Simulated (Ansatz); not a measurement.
## BeMoS3 (built on the sites of a database entry of BaMoO3): phonons and vibrational spectra

Task: relax BeMoS3 (built on the sites of a database entry of BaMoO3), then find its harmonic phonons.

Program: Ansatz 0.2.0. Level of theory: DFT PBEsol, scalar-relativistic, plane waves, PAW. Results are calculated unless marked as measured.

This is a report of a sequence of runs, with most program output left out.

The structure was built from a prototype and need not be the compound's stable phase.

## (1) The starting structure

The structure is cubic, space group Pm-3m (No. 221). The conventional cell has a = 3.459 Å, b = 3.459 Å, c = 3.459 Å, α = 90.00°, β = 90.00°, γ = 90.00°. Be has 12 S at 2.45 Å nearest. Nearest to Mo lie 6 S at 1.73 Å. Nearest to S lie 2 Mo at 1.73 Å and 4 Be at 2.45 Å. Farther neighbours and most contacts between anions are not listed.

## (2) Rough relaxation

A rough relaxation comes first, because large forces or stress need no tight tolerances yet.

The input, input.yaml:

```yaml
crystal:
  lattice:
    - [3.45881, 0.0, 0.0]
    - [0.0, 3.45881, 0.0]
    - [0.0, 0.0, 3.45881]
  atoms:
    - { symbol: Be, position: [0.5, 0.5, 0.5] }
    - { symbol: Mo, position: [0.0, 0.0, 0.0] }
    - { symbol: S, position: [0.0, 0.5, 0.0] }
    - { symbol: S, position: [0.0, 0.0, 0.5] }
    - { symbol: S, position: [0.5, 0.0, 0.0] }
kpoints:
  mp_grid: { grid: [6, 6, 6] }
hamiltonian:
  xc: pbesol
scf:
  occupations: { method: gaussian, width: 0.1 }
output:
  forces: true
  stress: true
  eigenvalues: true
relax:
  adjacent_minimum: "off"
  f_tol: 0.05
  max_steps: 80
  cell: { stress_tol: 0.5 }
```

Run with:

```bash
$ ansatz run input.yaml --threads 8 --pin off --max-ram 14336MiB --backend cpu --events-out ev --progress --plain --runs-dir out
```

It took 4.8 s on 8 threads of Intel Xeon Platinum 8559C (Emerald Rapids), shared host; peak memory 0.54 GiB; 25 s of CPU time.

Relaxation path:

```
step  energy less that of the first step (eV)  largest force component (eV/Å)  pressure (GPa)  volume (Å³)
   1                                   0.0000                          0.0000          428.17        41.38
   2                                 -14.0238                          0.0000          290.90        47.73
   3                                 -24.3052                          0.0000          188.84        54.70
   4                                 -31.4584                          0.0000          117.02        62.32
   5                                 -36.0731                          0.0000           65.05        70.61
   6                                 -38.6341                          0.0000           28.90        79.61
   7                                 -39.5684                          0.0000            3.03        89.60
   8                                 -39.5821                          0.0000           -0.14        91.18
  9*                                 -40.5158                          0.0000            9.47        91.18
  10                                 -40.7047                          0.0000            2.50        96.39
  11                                 -40.7218                          0.0000           -0.03        98.72
 12*                                 -40.7225                          0.0000           -0.05        98.72
```

Relaxation steps marked * repeat the geometry before them on a plane-wave basis chosen anew for their cell, so energy and pressure can jump there.

The run keeps the 48 symmetry operations that it works with, so distortions that break them were not tested.

```
     cell as run  before  after    change
           a (Å)   3.459  4.622   +33.6 %
           b (Å)   3.459  4.622   +33.6 %
           c (Å)   3.459  4.622   +33.6 %
volume (Å³/atom)    8.28  19.74  +138.6 %
```

Final coordinates:

```xyz
5
Lattice="4.6218 0.0000 0.0000 0.0000 4.6218 0.0000 0.0000 0.0000 4.6218" Properties=species:S:1:pos:R:3 pbc="T T T"
Be    2.3109    2.3109    2.3109
Mo    0.0000    0.0000    0.0000
S     0.0000    2.3109    0.0000
S     0.0000    0.0000    2.3109
S     2.3109    0.0000    0.0000
```

This step gave:

```
pressure          : -0.04534 GPa
volume per atom   : 19.74 Å³
gap on the k-mesh : 0 eV
```

In this step the volume went from 8.28 to 19.74 Å³/atom.

## (3) Bringing the structure to rest

Harmonic phonons are second derivatives at a point where the forces vanish, and they are wanted at zero stress, so atoms and cell are relaxed first.

input.yaml, the sections that differ from step 2:

```yaml
crystal:
  lattice:
    - [4.621773643, 0.0, 0.0]
    - [0.0, 4.621773643, 0.0]
    - [0.0, 0.0, 4.621773643]
  atoms:
    - { symbol: Be, position: [0.5, 0.5, 0.5] }
    - { symbol: Mo, position: [0.0, 0.0, 0.0] }
    - { symbol: S, position: [0.0, 0.5, 0.0] }
    - { symbol: S, position: [0.0, 0.0, 0.5] }
    - { symbol: S, position: [0.5, 0.0, 0.0] }
relax:
  adjacent_minimum: "off"
  f_tol: 0.005
  max_steps: 80
  cell: { stress_tol: 0.05 }
# kpoints, hamiltonian, scf, output: as in step 2
```

The job ended after 1.2 s (8 threads; peak memory 0.53 GiB).

Little changed from the start: no atom moved by 0.005 Å and no cell edge by 0.1 %.

Numbers from this step:

* pressure: -0.04533 GPa

In this step the volume went from 19.74 to 19.74 Å³/atom.

## (4) Tight relaxation

Phonons need a cell at rest on their own settings, so the relaxation is repeated with tight tolerances on forces and stress, using the mesh and the filling of the phonon run that follows.

input.yaml, as its differences from that of step 3:

```diff
@@ -16,3 +16,3 @@
 scf:
-  occupations: { method: gaussian, width: 0.1 }
+  occupations: { method: methfessel_paxton, width: 0.15 }
 output:
@@ -23,4 +23,4 @@
   adjacent_minimum: "off"
-  f_tol: 0.005
-  max_steps: 80
-  cell: { stress_tol: 0.05 }
+  f_tol: 0.001
+  max_steps: 60
+  cell: { stress_tol: 0.01 }
```

The job ended after 1.6 s (8 threads; peak memory 0.54 GiB).

Little changed from the start: no atom moved by 0.005 Å and no cell edge by 0.1 %.

This step gave:

* pressure: 0.006721 GPa
* volume per atom: 19.73 Å³

The forces vanish by symmetry and the pressure is 0.007 GPa, within the tolerances set. The cell now holds 19.73 Å³/atom.

## (5) Zone-centre response

The zone centre comes first: it holds the modes that light can see, as far as symmetry allows. No field response is asked, since the mesh shows no gap.

input.yaml, the sections that differ from step 4:

```yaml
crystal:
  lattice:
    - [4.6206887221, 0.0, 0.0]
    - [0.0, 4.6206887221, 0.0]
    - [0.0, 0.0, 4.6206887221]
  atoms:
    - { symbol: Be, position: [0.5, 0.5, 0.5] }
    - { symbol: Mo, position: [0.0, 0.0, 0.0] }
    - { symbol: S, position: [0.0, 0.5, 0.0] }
    - { symbol: S, position: [0.0, 0.0, 0.5] }
    - { symbol: S, position: [0.5, 0.0, 0.0] }
output:
  eigenvalues: true
phonons:
  method: dfpt
# kpoints, hamiltonian, scf: as in step 4
# relax: removed
```

It took 9.3 s on 8 threads; peak memory 0.94 GiB.

Numbers from this step:

| Quantity | Value |
| --- | --- |
| sum-rule residual before enforcement | 1.42e-4 eV/Å² |
| point group | m-3m |
| highest optical mode at the zone centre (no LO-TO term) | 385.1 cm⁻¹ |
| lowest optical zone-centre mode | -282.7 cm⁻¹ |

Patterns of degenerate modes are one choice out of their space. Modes at Γ, with each element's share of the kinetic energy (negative means imaginary):

```
mode  frequency (cm⁻¹)  symmetry  Be %  Mo %  S %
   1            -282.7       T1u    81     1   18
   2            -282.7       T1u    81     1   18
   3            -282.7       T1u    81     1   18
   4            -113.4       T2u     0     0  100
   5            -113.4       T2u     0     0  100
   6            -113.4       T2u     0     0  100
   7             -42.2       T1u    15    41   44
   8             -42.2       T1u    15    41   44
   9             -42.2       T1u    15    41   44
  10               0.0  acoustic     4    48   48
  11               0.0  acoustic     4    48   48
  12               0.0  acoustic     4    48   48
  13             385.1       T1u     0    10   90
  14             385.1       T1u     0    10   90
  15             385.1       T1u     0    10   90
```

Displacements in mode 1 (-282.7 cm⁻¹), the largest set to 1:
```
Be1  0.00 -0.01  1.00
Mo2  0.00  0.00  0.04
S3   0.00  0.00 -0.17
S4   0.00  0.00 -0.05
S5   0.00  0.00 -0.17
```

Displacements in mode 4 (-113.4 cm⁻¹), the largest set to 1:
```
Be1  0.00  0.00  0.00
Mo2  0.00  0.00  0.00
S3  -0.84  0.00  1.00
S4   0.84 -0.23  0.00
S5   0.00  0.23 -1.00
```

Before it was imposed, the acoustic sum rule was missed by 1.4e-4 eV/Å². Small misses are needed for a sound result but don't prove that mesh and cutoff are converged. The lowest optical mode is imaginary, 282.7i cm⁻¹, so the energy falls along it.

## (6) The dispersion

Stability and thermal properties need the whole zone. Linear response on a 2×2×2 q mesh gives force constants as far as a supercell of that size would.

input.yaml, as its differences from that of step 5:

```diff
@@ -21 +21,8 @@
   method: dfpt
+  qmesh: [2, 2, 2]
+  temperatures: { t_max: 1000, t_step: 50 }
+  qpath:
+    path:
+      - [[0.0, 0.0, 0.0], [0.0, 0.5, 0.0], [0.5, 0.5, 0.0], [0.0, 0.0, 0.0], [0.5, 0.5, 0.5], [0.0, 0.5, 0.0]]
+      - [[0.5, 0.5, 0.5], [0.5, 0.5, 0.0]]
+    npoints: 10
```

It took 35 s on 8 threads; peak memory 0.89 GiB.

Numbers from this step:

| Property | Result |
| --- | --- |
| lowest frequency on the path | -291.1 cm⁻¹ |
| highest frequency on the path or at a solved wavevector | 522.2 cm⁻¹ |
| lowest mode on the q mesh (acoustic modes at Γ apart) | -291.1 cm⁻¹ |

Frequencies (cm⁻¹) solved at each irreducible wavevector; negative means imaginary. Frequencies by wavevector, by row:

```
q in reciprocal lattice units  star  mode 1  mode 2  mode 3  mode 4  mode 13  mode 14  mode 15
                        0 0 0     1  -282.7  -282.7  -282.7  -113.4    385.1    385.1    385.1
                     0 0 -0.5     3  -247.6  -247.6  -226.4    -153    366.7    366.7    453.4
                  0 -0.5 -0.5     3  -291.1  -291.1  -242.5  -199.5    341.4    345.1    489.5
               -0.5 -0.5 -0.5     1  -264.1  -264.1  -264.1    -202    309.7    309.7    522.2
```

Interpolated from a 2×2×2 q mesh. Phonon branches along the path, in cm⁻¹:

```
    point  branch 1  branch 2  branch 3  branch 4  branch 12  branch 13  branch 14  branch 15
        Γ      -283      -283      -283      -113          0        385        385        385
  halfway      -267      -267      -256      -123         87        376        376        418
        X      -248      -248      -226      -153        121        367        367        453
  halfway      -273      -268      -245      -166        174        355        359        469
        M      -291      -291      -242      -200        194        341        345        490
  halfway      -277      -257      -252      -149        146        366        370        440
        Γ      -283      -283      -283      -113          0        385        385        385
  halfway      -268      -268      -254      -160        148        357        357        462
        R      -264      -264      -264      -202        207        310        310        522
  halfway      -271      -266      -260      -174        180        342        344        486
        X      -248      -248      -226      -153        121        367        367        453
jump to R      -264      -264      -264      -202        207        310        310        522
  halfway      -278      -278      -254      -201        201        327        328        505
        M      -291      -291      -242      -200        194        341        345        490
```

The phonon density of states has structure finer than the step of the table below, so its rows give means over 25 cm⁻¹, whole bins alone (the curve runs from -295 to 525 cm⁻¹). Peaks (cm⁻¹: height): -275.0: 0.0836, -135.0: 0.0337, -55.0: 0.0312, 115.0: 0.0501, 365.0: 0.0522, 465.0: 0.0142.

Tetrahedra on a 14×14×14 mesh, mean over bins of 10 cm-1. Interpolated from a 2×2×2 q mesh. Table of phonon density of states by wavenumber; means over each step:

```
wavenumber (cm⁻¹)  phonon density of states (1/cm⁻¹/cell)
             -275                                  0.0618
             -250                                  0.0521
             -225                                 0.00277
             -200                                 0.00913
             -175                                  0.0201
             -150                                  0.0284
             -125                                  0.0323
             -100                                  0.0208
              -75                                 0.00863
              -50                                  0.0224
              -25                                  0.0123
                0                                 0.00871
               25                                  0.0118
               50                                  0.0197
               75                                  0.0242
              100                                  0.0392
              125                                  0.0395
              150                                  0.0263
              175                                  0.0236
              200                                  0.0127
              225                                  2.8e-4
              250                                       0
              275                                       0
              300                                  5.8e-4
              325                                  0.0115
              350                                  0.0400
              375                                  0.0273
              400                                 0.00269
              425                                 0.00475
              450                                  0.0111
              475                                  0.0138
              500                                 0.00738
```

The partial phonon density of states has structure finer than the step of the table below, so its rows give means over 25 cm⁻¹, whole bins alone (the curve runs from -300 to 546 cm⁻¹). Peaks (cm⁻¹: height): Be -268.5: 0.0679; Mo -273.8: 0.00347, -55.5: 0.0182, 120.3: 0.0288; S -273.8: 0.00877, -119.4: 0.0331, 184.2: 0.0226, 359.9: 0.0453, 461.1: 0.0139.

Phonopy on the run's constants, 13x13x13 mesh, Gaussian sigma 6.0 cm-1. Interpolated from a 2×2×2 q mesh. Table of partial phonon density of states by wavenumber; means over each step; values in 1/cm⁻¹/cell:

```
wavenumber (cm⁻¹)       Be       Mo        S
             -275   0.0506  0.00270  0.00682
             -250   0.0483  0.00105  0.00348
             -225  0.00247   3.2e-5   2.0e-4
             -200   2.2e-5   1.5e-6  0.00958
             -175   1.4e-4   3.7e-5   0.0195
             -150   4.7e-4   5.9e-4   0.0277
             -125   9.5e-4  0.00116   0.0308
             -100   6.0e-4  0.00177   0.0157
              -75   4.7e-4  0.00420  0.00749
              -50   6.0e-4   0.0149  0.00728
              -25   3.1e-4  0.00731  0.00353
                0   2.4e-4  0.00233  0.00217
               25   6.0e-4  0.00547  0.00619
               50   9.9e-4   0.0105   0.0106
               75   9.9e-4   0.0125   0.0105
              100  0.00192   0.0231   0.0134
              125  0.00268   0.0211   0.0168
              150  0.00217  0.00537   0.0183
              175  0.00126   7.1e-4   0.0215
              200   6.1e-4   6.2e-5   0.0126
              225   1.5e-5        0   2.7e-4
              250        0        0        0
              275        0        0        0
              300        0   5.1e-6   6.8e-4
              325        0   2.8e-4   0.0113
              350        0  0.00194   0.0373
              375        0  0.00204   0.0257
              400        0   2.1e-4  0.00269
              425        0   1.6e-4  0.00461
              450   8.0e-6   1.5e-4   0.0107
              475   4.8e-6   9.7e-5   0.0135
              500        0   2.5e-5  0.00742
              525        0   3.8e-7  0.00110
```

Symmetry leaves 4 wavevectors to solve. The lowest mode among them, the acoustic zeros apart, lies at q = (0, -0.5, -0.5) and is imaginary, 291.1i cm⁻¹, so the energy falls along it.

## (7) Another isotope, element Mo, natural mass 95.95 amu

An isotope changes the mass and not the force constants, so no new electronic calculation is needed; the shifts show which modes move this element.

The same force constants with the mass of Mo changed from 95.950 to 99.907 u (phonopy, no LO-TO term). Both lists are sorted by frequency; levels can cross, so a row need not hold one and the same mode. Modes under 3 cm⁻¹ are left out. Isotope shifts, by row, the first 40 of 57 rows:

```
          q  rank  natural mass (cm⁻¹)  changed mass (cm⁻¹)
      0 0 0     1               -282.7               -282.6
      0 0 0     2               -282.7               -282.6
      0 0 0     3               -282.7               -282.6
      0 0 0     4               -113.4               -113.4
      0 0 0     5               -113.4               -113.4
      0 0 0     6               -113.4               -113.4
      0 0 0     7               -42.19               -41.84
      0 0 0     8               -42.19               -41.84
      0 0 0     9               -42.19               -41.84
      0 0 0    13                385.1                384.4
      0 0 0    14                385.1                384.4
      0 0 0    15                385.1                384.4
   0 0 -0.5     1               -247.6               -247.6
   0 0 -0.5     2               -247.6               -247.6
   0 0 -0.5     3               -226.4               -226.4
   0 0 -0.5     4                 -153               -152.7
   0 0 -0.5     5                 -153               -152.7
   0 0 -0.5     6               -117.8               -117.8
   0 0 -0.5     7               -53.21               -52.34
   0 0 -0.5     8               -53.21               -52.34
   0 0 -0.5     9                63.03                62.85
   0 0 -0.5    10                104.8                  103
   0 0 -0.5    11                121.5                121.5
   0 0 -0.5    12                121.5                121.5
   0 0 -0.5    13                366.7                366.1
   0 0 -0.5    14                366.7                366.1
   0 0 -0.5    15                453.4                453.4
0 -0.5 -0.5     1               -291.1               -290.6
0 -0.5 -0.5     2               -291.1               -290.6
0 -0.5 -0.5     3               -242.5               -242.5
0 -0.5 -0.5     4               -199.5               -199.5
0 -0.5 -0.5     5               -81.63                -80.1
0 -0.5 -0.5     6                66.05                66.05
0 -0.5 -0.5     7                66.05                66.05
0 -0.5 -0.5     8                70.29                70.05
0 -0.5 -0.5     9                70.29                70.05
0 -0.5 -0.5    10                154.4                152.1
0 -0.5 -0.5    11                154.4                152.1
0 -0.5 -0.5    12                193.7                193.7
0 -0.5 -0.5    13                341.4                340.9
```

A mode of this element alone would shift by -2.00 %. The highest zone-centre frequency without the field goes from 385.1 to 384.4 cm⁻¹ (-0.2 %).

## (8) Isotope substitution, element S, natural mass 32.06 amu

The same for S, from 32.06 to 33.97 u.

A mode of this element alone would shift by -2.85 %. The highest zone-centre frequency without the field goes from 385.1 to 375.2 cm⁻¹ (-2.6 %).

## (9) Outcome

```json
{
 "space group after relaxation (within 0.01 Å)": "Pm-3m",
 "volume per atom": "19.7 Å³",
 "electronic character": "no gap on this mesh",
 "highest optical mode at the zone centre (no LO-TO term)": "385 cm⁻¹",
 "lowest optical zone-centre mode": "-283 cm⁻¹",
 "lowest mode on the q mesh (acoustic modes at Γ apart)": "-291 cm⁻¹",
 "highest frequency on the path or at a solved wavevector": "522 cm⁻¹",
 "imaginary modes on the 2×2×2 q mesh": "yes"
}
```

Modes are clearly imaginary (beyond 10i cm⁻¹) at 4 of the 4 irreducible wavevectors, most at q = (0, -0.5, -0.5) (291.1i cm⁻¹), so this structure is not a minimum of the energy. The optical modes at Γ span -283 to 385 cm⁻¹ (negative means imaginary). The highest mode in this list at Γ, 385.1 cm⁻¹, is mostly motion of S (90 % of the kinetic energy). With no gap, or one that is small against the smearing, the frequencies hang on the k mesh and the smearing, most of all near Kohn anomalies. The starting cell was built on a prototype and not taken from a measurement, so the phase need not exist. These are harmonic frequencies at zero temperature: anharmonic shifts, linewidths and thermal expansion are left out.

[Logs are printed without paths, hosts, clocks, repeated set-up lines and the standing remarks that a program may print on its own settings, such as how far it seeks lower states.]

[Hosts, paths, dates, database ids (printed as entryN), source tags and the programs' standing remarks are cut or masked in the printed files.]
